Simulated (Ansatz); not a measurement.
**Σ13 (111) twist boundary in Si (156 atoms) in motion**

Aim: follow Σ13 (111) twist boundary in Si (156 atoms) for a short time with forces from DFT, then look at structure and electrons in the last frame.

Method: Kohn-Sham DFT, PBE, PAW (set soft_2), plane waves, in Ansatz 0.2.0.

## Step 1: Set-up

The cell holds 156 atoms: 156 Si. Cell: a = 13.846 Å, b = 13.846 Å, c = 18.565 Å, α = 90.0°, β = 90.0°, γ = 120.0°. It derives from Si (diamond-structure). Diamond-structure Si (a = 5.431 Å); two grains turned against each other by 27.80 deg about [111]; 1 x 1 coincidence cells, 1 lattice periods a grain, two boundaries a cell, upper grain shifted by [0.67, 0.586] of the boundary cell and opened by 0 Å, one atom of each pair nearer than 1.293 Å removed; annealed from 600 K for 3 ps and minimised with a classical potential (one cell length free). Regions: lower grain, 78 atoms (78 Si); upper grain, 78 atoms (78 Si).

Limits known from the start: The host structure and its lattice constant were typed by rule, without a check against the phase diagram. Sampling is at Γ alone, for a cell whose shortest periodic width is 12 Å.

## Step 2: Single point at the start

The forces at the start show how far the geometry lies from a minimum of this functional.

Input file input.yaml:

```yaml
crystal:
  lattice:
    - [13.84639, 0.0, 0.0]
    - [-6.92319, 11.99132, 0.0]
    - [0.0, 0.0, 18.56474]
  atoms:
    - { symbol: Si, position: [0.92241, 0.67744, 0.44147] }
    - { symbol: Si, position: [0.92318, 0.67715, 0.0634] }
    - { symbol: Si, position: [0.82374, 0.37039, 0.44999] }
    - { symbol: Si, position: [0.82452, 0.3701, 0.07192] }
    [... 146 atom lines left out ...]
    - { symbol: Si, position: [0.73378, 0.78262, 0.59297] }
    - { symbol: Si, position: [0.73134, 0.78094, 0.72514] }
    - { symbol: Si, position: [0.7826, 0.95752, 0.77492] }
    - { symbol: Si, position: [0.78422, 0.95686, 0.90115] }
    - { symbol: Si, position: [0.85884, 0.73129, 0.7721] }
    - { symbol: Si, position: [0.86073, 0.73722, 0.89804] }
kpoints:
  mp_grid: { grid: [1, 1, 1] }
hamiltonian:
  xc: pbe
scf:
  occupations: { method: gaussian, width: 0.025 }
output:
  forces: true
```

Launch:

```console
> ansatz run input.yaml --threads 4 --pin off --max-ram 8192MiB --backend cpu --events-out ev --progress --plain --runs-dir out
```

Elapsed: 14 s, on 4 threads of Intel Xeon 6975P-C (Granite Rapids), shared host; peak memory 4 GiB; 51 s of CPU time.

The program notes that positions were snapped to a detected symmetry.

The run gave:

```
free energy            : -99164.5306 eV
free energy per atom   : -635.6701 eV/atom
SCF cycles             : 7
r.m.s. force component : 0.1611 eV/Å
longest force          : 0.6278 eV/Å
Fermi energy           : 6.645 eV
```

The r.m.s. force component of 0.16 eV/Å sets the starting point.

Neighbours are counted within 2.68 Å (Si-Si).

Length of the force by element and coordination:

| element | coordination | atoms | mean length of the force (eV/Å) | spread | least | most |
| --- | --- | --- | --- | --- | --- | --- |
| Si | all | 156 | 0.233 | 0.154 | 0.0457 | 0.628 |
| Si | 3 | 12 | 0.628 | 0 | 0.628 | 0.628 |
| Si | 4 | 144 | 0.200 | 0.108 | 0.0457 | 0.496 |

## Step 3: Dynamics started at 900 K

A Nosé–Hoover thermostat steers the temperature while disturbing the dynamics little. The time step is 2.0 fs.

Edit input.yaml of step 2 so:

```diff
@@ -15 +15,8 @@
   forces: true
+md:
+  timestep: 2.0
+  n_steps: 94
+  ensemble: nvt_nose_hoover
+  temperature: 900
+  initial_velocities: maxwell_boltzmann
+  seed: 2277
```

It took 16 min on 4 threads; peak memory 4.3 GiB.

The program notes that it switched symmetry off.

The trajectory, sampled:

| time (fs) | T (K) | potential (meV/atom) | conserved (meV/atom) |
| --- | --- | --- | --- |
| 0.0 | 900 | 0.0 | 0.00 |
| 12.0 | 543 | 46.2 | 0.29 |
| 26.0 | 402 | 65.1 | 0.27 |
| 38.0 | 551 | 47.7 | 0.14 |
| 50.0 | 391 | 70.8 | 0.28 |
| 62.0 | 375 | 74.9 | 0.29 |
| 76.0 | 555 | 54.5 | 0.18 |
| 88.0 | 518 | 61.6 | 0.30 |
| 100.0 | 630 | 49.5 | 0.25 |
| 112.0 | 748 | 37.1 | 0.19 |
| 126.0 | 637 | 54.6 | 0.31 |
| 138.0 | 682 | 51.6 | 0.23 |
| 150.0 | 671 | 56.1 | 0.25 |
| 162.0 | 580 | 70.7 | 0.31 |
| 176.0 | 631 | 67.7 | 0.27 |
| 188.0 | 660 | 67.4 | 0.27 |

Mean square displacement from the first frame to the last: Si 0.19 Å².

Mean square displacement, Si against time lag:

| time lag (fs) | mean square displacement, Si (Å²) |
| --- | --- |
| 2.0 | 2.0e-4 |
| 4.0 | 8.1e-4 |
| 8.0 | 0.00318 |
| 12.0 | 0.00695 |
| 20.0 | 0.0178 |
| 24.0 | 0.0244 |
| 28.0 | 0.0315 |
| 32.0 | 0.0387 |
| 36.0 | 0.0460 |
| 40.0 | 0.0532 |
| 44.0 | 0.0600 |
| 50.0 | 0.0696 |
| 54.0 | 0.0756 |
| 58.0 | 0.0814 |
| 62.0 | 0.0872 |
| 66.0 | 0.0929 |
| 70.0 | 0.0989 |
| 74.0 | 0.105 |
| 82.0 | 0.118 |
| 86.0 | 0.126 |
| 90.0 | 0.133 |
| 94.0 | 0.140 |

Over the second half of 188 fs the temperature averages 653 K with swings of 51 K r.m.s. The conserved energy stays within 0.40 meV/atom. The atoms reach a mean square displacement of 0.19 Å² at the end; the farthest move is 0.79 Å. The mean temperature of 653 K lies well off the 900 K of the input, so the thermostat hasn't yet brought the run to equilibrium. The count of bonds goes from 318 in the first frame to 314 in the last, by one set of cutoffs: 11 pairs passed out of them and 7 came within. The run spans 0.19 ps, too short for its means to be equilibrium values.

## Step 4: Local order late in the run

The g(r) is a mean over the second half; what follows it is taken at the last frame.

Bonds before and after, by the cutoffs listed below:

| pair | bonds before | bonds after | mean before (Å) | mean after (Å) | spread before (Å) | spread after (Å) |
| --- | --- | --- | --- | --- | --- | --- |
| Si-Si | 318 | 314 | 2.379 | 2.386 | 0.087 | 0.096 |

Density 2.36 g/cm³, 19.76 Å³ an atom.

Mean of 13 frames. Pair distribution function in bins of 0.2 Å:

| r (Å) | total |
| --- | --- |
| 2.10 | 0.05 |
| 2.30 | 3.74 |
| 2.50 | 1.67 |
| 2.70 | 0.12 |
| 2.90 | 0.06 |
| 3.10 | 0.11 |
| 3.30 | 0.23 |
| 3.50 | 0.72 |
| 3.70 | 1.91 |
| 3.90 | 2.55 |
| 4.10 | 1.43 |
| 4.30 | 1.21 |
| 4.50 | 1.39 |
| 4.70 | 1.03 |
| 4.90 | 0.49 |
| 5.10 | 0.40 |
| 5.30 | 0.51 |
| 5.50 | 0.64 |
| 5.70 | 0.91 |
| 5.90 | 1.23 |
| 6.10 | 0.95 |
| 6.30 | 0.85 |
| 6.50 | 1.23 |
| 6.70 | 1.49 |
| 6.90 | 1.27 |
| 7.10 | 1.03 |
| 7.30 | 0.81 |
| 7.50 | 0.90 |

Bonds by pair of elements; cutoffs follow the first minimum of g(r), held within bounds set by covalent radii, and pairs that aren't listed don't count as bonded:

| pair A-B | cutoff (Å) | bonds | mean length (Å) | spread (Å) | shortest (Å) | B about A | A about B |
| --- | --- | --- | --- | --- | --- | --- | --- |
| Si-Si | 2.88 | 314 | 2.39 | 0.096 | 2.17 | 4.03 | 4.03 |

How many atoms have how many bonded neighbours:

| element | mean | 3 | 4 | 5 |
| --- | --- | --- | --- | --- |
| Si | 4.03 | 2 | 148 | 6 |

Bond angles, per cent of each kind in bins of 5°:

| angle (°) | Si-Si-Si |
| --- | --- |
| 45–50 | 0.1 |
| 50–55 | 0.1 |
| 55–60 | 0.2 |
| 60–65 | 0.0 |
| 65–70 | 0.1 |
| 70–75 | 0.2 |
| 75–80 | 0.5 |
| 80–85 | 1.3 |
| 85–90 | 1.8 |
| 90–95 | 5.0 |
| 95–100 | 7.3 |
| 100–105 | 15.3 |
| 105–110 | 22.2 |
| 110–115 | 20.5 |
| 115–120 | 12.4 |
| 120–125 | 7.1 |
| 125–130 | 3.4 |
| 130–135 | 0.9 |
| 135–140 | 0.9 |
| 140–145 | 0.0 |
| 145–150 | 0.0 |
| 150–155 | 0.0 |
| 155–160 | 0.1 |
| 160–165 | 0.2 |
| 165–170 | 0.2 |

Bond angles (no mean is given where the spread exceeds 20°):

| angle | count | mean (°) | spread (°) |
| --- | --- | --- | --- |
| Si-Si-Si | 954 | 109 | 11.4 |

Bond length by coordination (bonds to H left out):

| element | coordination | atoms | mean bond length (Å) |
| --- | --- | --- | --- |
| Si | 3 | 2 | 2.38 |
| Si | 4 | 148 | 2.38 |
| Si | 5 | 6 | 2.52 |

Rings of the network by King's shortest-path rule, up to 12 atoms, one path for each pair of neighbours; H, halogens, alkali and alkaline-earth atoms are left out, and the last column divides by all other atoms, bonded or not:

| ring size (atoms) | rings | per network atom |
| --- | --- | --- |
| 3 | 2 | 0.013 |
| 4 | 2 | 0.013 |
| 5 | 9 | 0.058 |
| 6 | 280 | 1.79 |
| 7 | 5 | 0.032 |
| 9 | 1 | 0.006 |

By these cutoffs 95 % of Si atoms have 4 bonded neighbours. The Si-Si-Si angle averages 109° with a spread of 11°. Bonds at Si atoms with 4 neighbours average 2.38 Å, against 2.52 Å at those with 5. Rings of 6 atoms are the most common (94 % of those counted); sizes run from 3 to 9.

## Step 5: Single point at the last frame

The last frame is solved again with fuller output, to read the electronic structure of a thermally displaced geometry.

Input file input.yaml:

```yaml
crystal:
  lattice:
    - [13.84639, 0.0, 0.0]
    - [-6.92319, 11.99132, 0.0]
    - [0.0, 0.0, 18.56474]
  atoms:
    - { symbol: Si, position: [0.93412, 0.67445, 0.45778] }
    - { symbol: Si, position: [0.91556, 0.6517, 0.07322] }
    - { symbol: Si, position: [0.8188, 0.36059, 0.4186] }
    - { symbol: Si, position: [0.80783, 0.3393, 0.0552] }
    [... 146 atom lines left out ...]
    - { symbol: Si, position: [0.73386, 0.78842, 0.60746] }
    - { symbol: Si, position: [0.73576, 0.79117, 0.73551] }
    - { symbol: Si, position: [0.78701, 0.97584, 0.7624] }
    - { symbol: Si, position: [0.7988, 0.96394, 0.89029] }
    - { symbol: Si, position: [0.86677, 0.74036, 0.77783] }
    - { symbol: Si, position: [0.85762, 0.72956, 0.90528] }
kpoints:
  mp_grid: { grid: [1, 1, 1] }
hamiltonian:
  xc: pbe
scf:
  occupations: { method: gaussian, width: 0.025 }
output:
  forces: true
  stress: true
  populations: true
  dos:
    method: { smearing: { sigma: 0.1 } }
    de: 0.1
    projected:
      site_lists:
        Si: [Si]
        lower_grain: [0, 1, 2, 3, 4, 5, 6, 7, 8, 9, 10, 11, 12, 13, 14, 15, 16, 17, 18, 19, 20, 21, 22, 23, 24, 25, 26, 27, 28, 29, 30, 31, 32, 33, 34, 35, 36, 37, 38, 39, 40, 41, 42, 43, 44, 45, 46, 47, 48, 49, 50, 51, 52, 53, 54, 55, 56, 57, 58, 59, 60, 61, 62, 63, 64, 65, 66, 67, 68, 69, 70, 71, 72, 73, 74, 75, 76, 77]
        upper_grain: [78, 79, 80, 81, 82, 83, 84, 85, 86, 87, 88, 89, 90, 91, 92, 93, 94, 95, 96, 97, 98, 99, 100, 101, 102, 103, 104, 105, 106, 107, 108, 109, 110, 111, 112, 113, 114, 115, 116, 117, 118, 119, 120, 121, 122, 123, 124, 125, 126, 127, 128, 129, 130, 131, 132, 133, 134, 135, 136, 137, 138, 139, 140, 141, 142, 143, 144, 145, 146, 147, 148, 149, 150, 151, 152, 153, 154, 155]
  eigenvalues: true
  write_density: true
  write_potential: true
  volumetric_format: npy
```

The job ended after 28 s (4 threads; peak memory 4 GiB).

The run gave:

```yaml
free_energy: -99154.0136 eV
free_energy_per_atom: -635.6027 eV/atom
scf_cycles: 9
pressure: 0.5647 GPa
r_m_s_force_component: 0.7234 eV/Å
longest_force: 2.557 eV/Å
fermi_energy: 6.537 eV
levels_partly_filled_by_over_2_per_cent: 2
spilling_of_the_projection: 0.01065
```

Neighbours are counted within 2.88 Å (Si-Si), the cutoffs taken from the dynamics.

Length of the force by element and coordination:

| element | coordination | atoms | mean length of the force (eV/Å) | spread | least | most |
| --- | --- | --- | --- | --- | --- | --- |
| Si | all | 156 | 1.15 | 0.502 | 0.178 | 2.56 |
| Si | 3 | 2 | 0.657 | 0.197 | 0.460 | 0.854 |
| Si | 4 | 148 | 1.15 | 0.505 | 0.178 | 2.56 |
| Si | 5 | 6 | 1.37 | 0.364 | 0.778 | 1.69 |

The mean of these charges, 0.043 e, is only the charge that the projection spills.

Löwdin charges by element and coordination (they lack the spilled electrons, 0.043 e an atom on average):

| element | coordination | atoms | mean charge (e) | spread | least | most |
| --- | --- | --- | --- | --- | --- | --- |
| Si | all | 156 | 0.0426 | 0.0212 | -0.085 | 0.0954 |
| Si | 3 | 2 | -0.0256 | 0.0091 | -0.0348 | -0.0165 |
| Si | 4 | 148 | 0.0438 | 0.0196 | -0.085 | 0.0954 |
| Si | 5 | 6 | 0.0344 | 0.0223 | -0.0086 | 0.0588 |

By region:

| region | atoms | mean length of the force (eV/Å) |
| --- | --- | --- |
| lower grain | 78 | 1.08 |
| upper grain | 78 | 1.21 |

Density of states as counts of states in windows of 0.5 eV (from the Fermi level), total and the larger projections:

| from (eV) | to (eV) | total | Si p | lower grain | upper grain | Si s |
| --- | --- | --- | --- | --- | --- | --- |
| -10 | -9.5 | 35.0 | 11.1 | 16.8 | 18.1 | 23.8 |
| -9.5 | -9 | 20.0 | 6.4 | 9.9 | 10.0 | 13.5 |
| -9 | -8.5 | 30.9 | 10.6 | 16.0 | 14.8 | 20.2 |
| -8.5 | -8 | 10.9 | 4.4 | 5.5 | 5.3 | 6.4 |
| -8 | -7.5 | 16.1 | 7.2 | 8.0 | 8.0 | 8.8 |
| -7.5 | -7 | 23.7 | 12.8 | 11.4 | 12.1 | 10.7 |
| -7 | -6.5 | 25.1 | 14.0 | 12.4 | 12.5 | 10.9 |
| -6.5 | -6 | 22.9 | 12.0 | 11.8 | 10.9 | 10.6 |
| -6 | -5.5 | 19.5 | 10.3 | 9.7 | 9.7 | 9.0 |
| -5.5 | -5 | 12.3 | 7.7 | 6.1 | 6.1 | 4.5 |
| -5 | -4.5 | 21.0 | 15.0 | 10.2 | 10.6 | 5.8 |
| -4.5 | -4 | 37.2 | 31.5 | 17.5 | 19.5 | 5.4 |
| -4 | -3.5 | 47.0 | 42.6 | 23.1 | 23.5 | 3.9 |
| -3.5 | -3 | 42.5 | 38.3 | 21.4 | 20.7 | 3.8 |
| -3 | -2.5 | 39.8 | 36.3 | 18.7 | 20.7 | 3.0 |
| -2.5 | -2 | 47.2 | 43.8 | 23.8 | 22.8 | 2.7 |
| -2 | -1.5 | 42.3 | 39.4 | 21.4 | 20.2 | 2.3 |
| -1.5 | -1 | 34.3 | 32.1 | 17.0 | 16.6 | 1.5 |
| -1 | -0.5 | 22.8 | 21.1 | 11.5 | 10.7 | 1.1 |
| -0.5 | 0 | 15.9 | 14.2 | 8.6 | 6.7 | 1.1 |
| 0 | 0.5 | 6.8 | 5.2 | 3.6 | 2.8 | 1.2 |
| 0.5 | 1 | 19.2 | 11.9 | 8.9 | 8.3 | 5.4 |
| 1 | 1.5 | 31.4 | 19.4 | 13.8 | 14.3 | 8.7 |
| 1.5 | 2 | 42.0 | 25.8 | 18.0 | 18.0 | 10.3 |
| 2 | 2.5 | 57.3 | 34.9 | 22.8 | 24.1 | 12.0 |
| 2.5 | 3 | 55.6 | 35.4 | 22.3 | 22.0 | 9.0 |

Between -13 and -10 eV lie 57 more states.

The levels nearest the highest filled one (over half full), pooled over k-points and spins:

| level less the highest filled one (eV) | occupation |
| --- | --- |
| -0.325 | 2 |
| -0.240 | 2 |
| -0.225 | 2 |
| -0.206 | 2 |
| -0.0828 | 2 |
| 0 | 1.86 |
| 0.052 | 0.141 |
| 0.237 | 0 |
| 0.470 | 0 |
| 0.552 | 0 |
| 0.606 | 0 |
| 0.625 | 0 |

Planar average of the electrostatic potential energy along the normal, with the Fermi level as zero, after a running mean with a triangular window 4 Å wide at its base:

| height (Å) | potential energy (eV) |
| --- | --- |
| 0.0 | -4.79 |
| 0.6 | -5.10 |
| 1.0 | -5.74 |
| 1.6 | -6.07 |
| 2.1 | -5.57 |
| 2.7 | -4.39 |
| 3.1 | -3.94 |
| 3.7 | -4.58 |
| 4.2 | -5.52 |
| 4.8 | -6.13 |
| 5.2 | -5.68 |
| 5.8 | -4.39 |
| 6.4 | -3.75 |
| 6.8 | -4.22 |
| 7.4 | -5.43 |
| 7.9 | -5.96 |
| 8.5 | -5.66 |
| 8.9 | -4.99 |
| 9.5 | -4.63 |
| 10.0 | -5.11 |
| 10.5 | -6.00 |
| 11.0 | -6.13 |
| 11.6 | -5.24 |
| 12.0 | -4.30 |
| 12.6 | -3.94 |
| 13.2 | -4.94 |
| 13.7 | -5.90 |
| 14.3 | -6.20 |
| 14.7 | -5.50 |
| 15.3 | -4.29 |
| 15.7 | -4.04 |
| 16.3 | -4.92 |
| 16.8 | -5.82 |
| 17.4 | -6.23 |
| 17.8 | -5.78 |
| 18.4 | -4.90 |

Löwdin charges run from -0.09 to +0.10 e, about a mean that is the spilled charge alone. Within 0.4 eV of the Fermi level the largest share is Si p (90 % of the projected weight).

## Step 6: Outcome

| Quantity | Value |
| --- | --- |
| mean temperature, second half | 652.8 K |
| temperature swing, second half | 50.57 K |
| slope of the conserved energy against time, by least squares | 0.387 meV/atom/ps |
| free energy per atom | -635.6027 eV/atom |
| density | 2.36 g/cm³ |
| pressure | 0.5647 GPa |
| r.m.s. force component | 0.7234 eV/Å |
| wall time of the 3 DFT runs | 17 min |

Over the second half of 188 fs the temperature averages 653 K with swings of 51 K r.m.s. The conserved energy stays within 0.40 meV/atom. The mean temperature of 653 K lies well off the 900 K of the input, so the thermostat hasn't yet brought the run to equilibrium. The count of bonds goes from 318 in the first frame to 314 in the last, by one set of cutoffs: 11 pairs passed out of them and 7 came within. The run spans 0.19 ps, too short for its means to be equilibrium values. By these cutoffs 95 % of Si atoms have 4 bonded neighbours. Counting bands leaves a spacing of only 0.052 eV (at Γ alone), which the smearing bridges: 2 levels are partly filled by over 2 %, so a gap, if any, is small at this level.

Caveats: The stress is far from hydrostatic: its diagonal is -0.6, -0.3, 2.6 GPa, compression counted positive. The pressure of a single frame lacks the kinetic term, about 0.46 GPa here.

[Logs are printed without paths, hosts, clocks, repeated set-up lines and the standing remarks that a program may print on its own settings, such as how far it seeks lower states.]

[Hosts, paths, dates, database ids (printed as entryN), source tags and the programs' standing remarks are cut or masked in the printed files.]
